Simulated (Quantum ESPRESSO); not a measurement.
# Wannier-interpolated electron–phonon scattering in Nb (Im-3m), part 2 of 2

The plan: phonons and Wannier functions of Nb (Im-3m), and, if the interpolated phonons are stable, its coupling and resistivity.

Quantum ESPRESSO 7.5; DFT PBE, scalar-relativistic, plane waves, PseudoDojo 0.4.1 norm-conserving pseudopotentials.

So far. Step 2 (Relaxation): The volume ends at 18.14 Å³ an atom, -1.6 % from the start. Step 3 (Ground state): The Fermi level lies at 17.82 eV and the pressure is -0.0070 GPa.

The database entry behind the starting cell differs from other determinations of this structure, so it need not match the best structure at room temperature.

**4. Phonons on the coarse mesh (continued)**

Frequencies at the irreducible wavevectors:

| q1 | q2 | q3 | star | mode 1 (cm⁻¹) | mode 2 (cm⁻¹) | mode 3 (cm⁻¹) |
| --- | --- | --- | --- | --- | --- | --- |
| 0 | 0 | 0 | 1 | 6.2 | 6.2 | 6.2 |
| 0 | 0 | 0.25 | 12 | 70.4 | 91.1 | 135.1 |
| 0 | 0 | -0.5 | 6 | 132 | 168.7 | 173.7 |
| 0 | 0.25 | 0.25 | 24 | 118.4 | 119.4 | 190.1 |
| 0.25 | 0.25 | 0.25 | 2 | 165.5 | 165.5 | 165.5 |
| 0.25 | 0.25 | -0.25 | 6 | 108 | 108 | 194.6 |
| 0.25 | -0.5 | -0.5 | 12 | 125.1 | 177.1 | 189.7 |
| -0.5 | -0.5 | -0.5 | 1 | 208.3 | 208.3 | 208.3 |

The lowest mode off the zone centre lies at 70.4 cm⁻¹ and the highest of all solved modes at 208 cm⁻¹, so the solved wavevectors are stable. The acoustic modes at the centre lie within 6.2 cm⁻¹ of zero before the sum rule is imposed.

**5. Bands for the check**

Bands on a path, off the coarse mesh, serve later as the test of the Wannier interpolation.

bands.in reads:

```
 &control
    calculation='bands',
    prefix='x',
    outdir='./tmp',
    pseudo_dir='./pseudo',
    verbosity='high',
 /
 &system
    ibrav=0,
    nat=1,
    ntyp=1,
    ecutwfc=82.0,
    occupations='smearing',
    smearing='mv',
    degauss=0.02,
    nbnd=29,
 /
 &electrons
    conv_thr=1.0d-10,
 /
ATOMIC_SPECIES
 Nb     92.9064  Nb.upf
CELL_PARAMETERS angstrom
    -1.655208900    1.655208900    1.655208900
     1.655208900   -1.655208900    1.655208900
     1.655208900    1.655208900   -1.655208900
ATOMIC_POSITIONS crystal
 Nb     0.000000000   0.000000000   0.000000000
K_POINTS crystal
70
 0.00000000 0.00000000 0.00000000 0.01428571
 0.02941176 -0.02941176 0.02941176 0.01428571
 0.05882353 -0.05882353 0.05882353 0.01428571
 0.08823529 -0.08823529 0.08823529 0.01428571
[the list of k-points goes on]
```

Started as:

```sh
$ OMP_NUM_THREADS=1 mpirun -n 4 pw.x -nk 4 -in bands.in > bands.out
```

What it wrote:

```text
[banner, memory and clock lines left out]
[...]
number of Kohn-Sham states=           29
```

Elapsed: 5.7 s, on 4 MPI ranks of Arm Neoverse V2, shared host.

**6. States on the coarse mesh**

Wannier functions need the states on a full uniform k mesh that is a multiple of the q mesh.

nscf.in reads:

```
 &control
    calculation='nscf',
    prefix='x',
    outdir='./tmp',
    pseudo_dir='./pseudo',
    verbosity='high',
 /
 &system
    ibrav=0,
    nat=1,
    ntyp=1,
    ecutwfc=82.0,
    occupations='smearing',
    smearing='mv',
    degauss=0.02,
    nbnd=29,
 /
 &electrons
    conv_thr=1.0d-11,
 /
ATOMIC_SPECIES
 Nb     92.9064  Nb.upf
CELL_PARAMETERS angstrom
    -1.655208900    1.655208900    1.655208900
     1.655208900   -1.655208900    1.655208900
     1.655208900    1.655208900   -1.655208900
ATOMIC_POSITIONS crystal
 Nb     0.000000000   0.000000000   0.000000000
K_POINTS crystal
512
 0.00000000 0.00000000 0.00000000 0.00195312
 0.00000000 0.00000000 0.12500000 0.00195312
 0.00000000 0.00000000 0.25000000 0.00195312
 0.00000000 0.00000000 0.37500000 0.00195312
[the list of k-points goes on]
```

Started as:

```sh
$ OMP_NUM_THREADS=1 mpirun -n 4 pw.x -nk 4 -in nscf.in > nscf.out
```

What it wrote:

```text
[banner, memory and clock lines left out]
[...]
number of Kohn-Sham states=           29
     the Fermi energy is    17.7447 ev
```

Wall time 43 s (4 MPI ranks); 2.8 min of CPU time.

Numbers from this step:

| Quantity | Value |
| --- | --- |
| Fermi energy | 17.74 eV |

**7. Wannier functions and couplings**

Projections Nb s, p, d start 9 Wannier functions; states up to 2.5 eV over the Fermi level are frozen, and the projected functions are kept without minimising their spreads. Hamiltonian, force constants and couplings go to real space.

epw1.in reads:

```
--
 &inputepw
    prefix='x',
    outdir='./tmp',
    dvscf_dir='./save',
    elph=.true.,
    etf_mem=1,
    nbndsub=9,
    bands_skipped='exclude_bands = 1-4',
    use_ws=.true.,
    vme='wannier',
    asr_typ='crystal',
    nk1=8,
    nk2=8,
    nk3=8,
    nq1=4,
    nq2=4,
    nq3=4,
    amass(1)=92.9064,
    epwwrite=.true.,
    epwread=.false.,
    wannierize=.true.,
    num_iter=0,
    dis_win_max=57.82,
    dis_froz_max=20.318,
    proj(1)='Nb:s;p;d',
    wdata(1)='dis_num_iter = 600',
    wdata(2)='guiding_centres = .true.',
    wdata(3)='num_print_cycles = 50',
    wdata(4)='dis_mix_ratio = 0.7',
    band_plot=.true.,
    filkf='path.dat',
    filqf='path.dat',
    fsthick=100.0,
    efermi_read=.true.,
    fermi_energy=17.8179,
 /
```

Started as:

```sh
$ OMP_NUM_THREADS=1 mpirun -n 4 epw.x -nk 4 -in epw1.in > epw1.out
```

What it wrote:

```text
[the first part of the log is left out]
     Number of WS vectors for phonons       89
     Number of WS vectors for electron-phonon       89
     Maximum number of cores for efficient parallelization       89
     Inside velocity step 1
     Velocity matrix elements calculated
     Writing Hamiltonian, Dynamical matrix and EP vertex in Wann rep to file
     ===================================================================
     Memory usage:  VmHWM =       395Mb
                   VmPeak =       799Mb
     ===================================================================
     Using q-mesh file: path.dat
     WARNING: q-point weigths do not add up to 1 [loadqmesh_serial]
     Size of q point mesh for interpolation:         70
     Using k-mesh file: path.dat
     WARNING: k-point weigths do not add up to 1 [loadkmesh_para]
     Size of k point mesh for interpolation:         70
     Fermi energy coarse grid =  17.744705 eV
     ===================================================================
     Fermi energy is read from the input file: Ef =  17.817900 eV
     ===================================================================
     Skipping    4 occupied bands:
     The Fermi level will be determined with   5.00000 electrons
              ibndmin =     1  ebndmin =    11.942 eV
              ibndmax =     9  ebndmax =    45.730 eV
     Number of ep-matrix elements per pool :         4374 ~=   34.17 Kb (@ 8 bytes/ DP)
     We only need to compute       70 q-points
     ===================================================================
     Memory usage:  VmHWM =       395Mb
                   VmPeak =       799Mb
     ===================================================================
```

Wall time 6.1 min (4 MPI ranks); 24 min of CPU time.

Numbers from this step:

```
r.m.s. error of the interpolated bands from 2 eV under to 1 eV over the Fermi level : 6.6 meV
largest error in that range                                                         : 26.2 meV
lowest interpolated frequency on the path                                           : -35.2 cm⁻¹
```

The electronic bands at the labelled points (eV, zero at the Fermi level; # counts the bands kept):

```
          point     #1     #2     #3    #4    #5     #6
              Γ  -5.88   0.39   0.39  0.39  3.27   3.27
0.47 of the way  -2.67  -0.74   0.84  0.84  2.30   4.64
              H  -3.66  -3.66   5.58  5.58  5.58   9.06
        halfway  -2.70  -1.75   0.84  1.76  5.95   7.98
              N  -3.67  -1.62   2.28  3.30  3.98   6.34
        halfway  -3.95  -0.74  -0.08  2.69  2.76   3.42
              Γ  -5.88   0.39   0.39  0.39  3.27   3.27
        halfway  -2.96  -1.08  -1.08  3.32  3.32   4.63
              P  -1.07  -1.07  -1.07  4.11  4.11   9.44
        halfway  -1.56  -1.56  -1.23  3.80  3.80  10.46
              H  -3.66  -3.66   5.58  5.58  5.58   9.06
```

The same for Wannier interpolation:

```
point     #1     #2     #3    #4    #5     #6
    Γ  -5.88   0.39   0.39  0.39  3.62   3.62
    H  -3.66  -3.66   5.62  5.62  5.62  11.90
    N  -3.67  -1.62   2.28  3.41  4.24   6.34
    Γ  -5.88   0.39   0.39  0.39  3.62   3.62
    P  -1.07  -1.07  -1.07  4.11  4.11   9.45
    H  -3.66  -3.66   5.62  5.62  5.62  11.90
```

The first set of electronic bands as a text plot (rows in eV, shown from -5.9 to 8.0 only):

```
    7.7 |           *      *
    7.1 |          *                             *
    6.6 |                   * **
    6.0 |         *      *****  *               *
    5.4 |        *   ****     *  *                             **
    4.8 |      **  **             *            *             ** *
    4.2 |    **   * *          *   *               ****     *  *
    3.7 | ***    *      *       *****         * ***    *****
    3.1 |**        *     *     ***** ***********
    2.5 |  *   ** *      *   **     ***      *                *
    1.9 |   * *  *        ***  **    *
    1.4 |    *  *             *  *    *     *                *
    0.8 | ******           *      *    *   *
    0.2 |*****               *     **********               *
   -0.4 |     *             *        **      *
   -1.0 |      *             *     **         **  **********
   -1.5 |       *          *  *****             ****  *   **
   -2.1 |       **        *                     *      ***
   -2.7 |      *  **     ****                  *            **
   -3.3 |     *    **   **   **   **                          **
   -3.9 |    *       ***       ***  *         *                 *
   -4.4 |                            *       *
   -5.0 |  **                         **    *
   -5.6 |**                             ****
         Γ            H         N        Γ           P          H
```

The phonon branches at the labelled points (cm⁻¹):

```
          point  branch 1  branch 2  branch 3
              Γ         0         0         0
0.47 of the way        94        94       196
              H       208       208       208
        halfway       125       177       190
              N       132       169       174
        halfway        70        91       135
              Γ         0         0         0
        halfway        74        74       171
              P       165       165       165
        halfway       118       170       170
              H       208       208       208
```

The phonon branches as a text plot (rows in cm⁻¹):

```
    203 |           ******                                     **
    193 |     ***  *    ****                     **          ***
    183 |    *    * *   * * *                   *  *        * *
    173 |        * *       *******             *    * **   *
    163 |        **      *      * *                 **  ***  *
    152 |                        * *          *       *
    142 |                 *       *                *        *
    132 |   *                  **   *        *    *    *
    122 |       *          *  *  *** *                  ** *
    112 |                   **     *                      *
    102 |  *                          *          *
     92 |      *                    *           *
     81 |                            * *    *
     71 | *                         *          *
     61 |     *                       *       *
     51 |                              *   * *
     41 |                            *
     31 |*   *                          * * *
     21 |                               *  *
     10 |                                 *
      0 |                                *
    -10 |*                            * *
    -20 | *
    -30 |  **                          *
         Γ            H         N        Γ           P          H
```

Near the Fermi level the interpolated bands miss those of pw.x by 7 meV r.m.s. and 26 meV at most, small against the features of the Fermi surface. The interpolated phonons go imaginary on the path, to 35.2i cm⁻¹.

**8. What came out**

```json
{
 "lowest solved frequency off the zone centre": "70.4 cm⁻¹",
 "lowest interpolated frequency on the path": "-35.2 cm⁻¹",
 "band error of the Wannier functions": "7 meV r.m.s."
}
```

Step 7: Of the bands kept, 2 cross the Fermi level on this path. Step 7: The highest branch reaches 208 cm⁻¹ on this path, at H. Step 7: A branch goes imaginary (drawn negative), down to -35.2 cm⁻¹ between Γ and H, between computed points or near Γ, where interpolation can make such dips. Off the zone centre all modes solved on the 4×4×4 mesh are real, but the Fourier interpolation between them turns a branch imaginary, down to 35.2i cm⁻¹. Force constants of long range, as near Kohn anomalies, are cut off by so coarse a mesh; a finer q mesh is needed before couplings can be summed, so the chain stops without λ or ρ.

[Long decimals in the printed logs are rounded to 6 places.]

[The logs of pw.x and epw.x are selected lines.]

[Logs are printed without paths, hosts, clocks, repeated set-up lines and the standing remarks that a program may print on its own settings, such as how far it seeks lower states.]

[Hosts, paths, dates, database ids (printed as entryN), source tags and the programs' standing remarks are cut or masked in the printed files.]

[Where an α²F curve comes without its own λ, its integral differs from the program's λ by over 10 % or holds noise near zero frequency.]
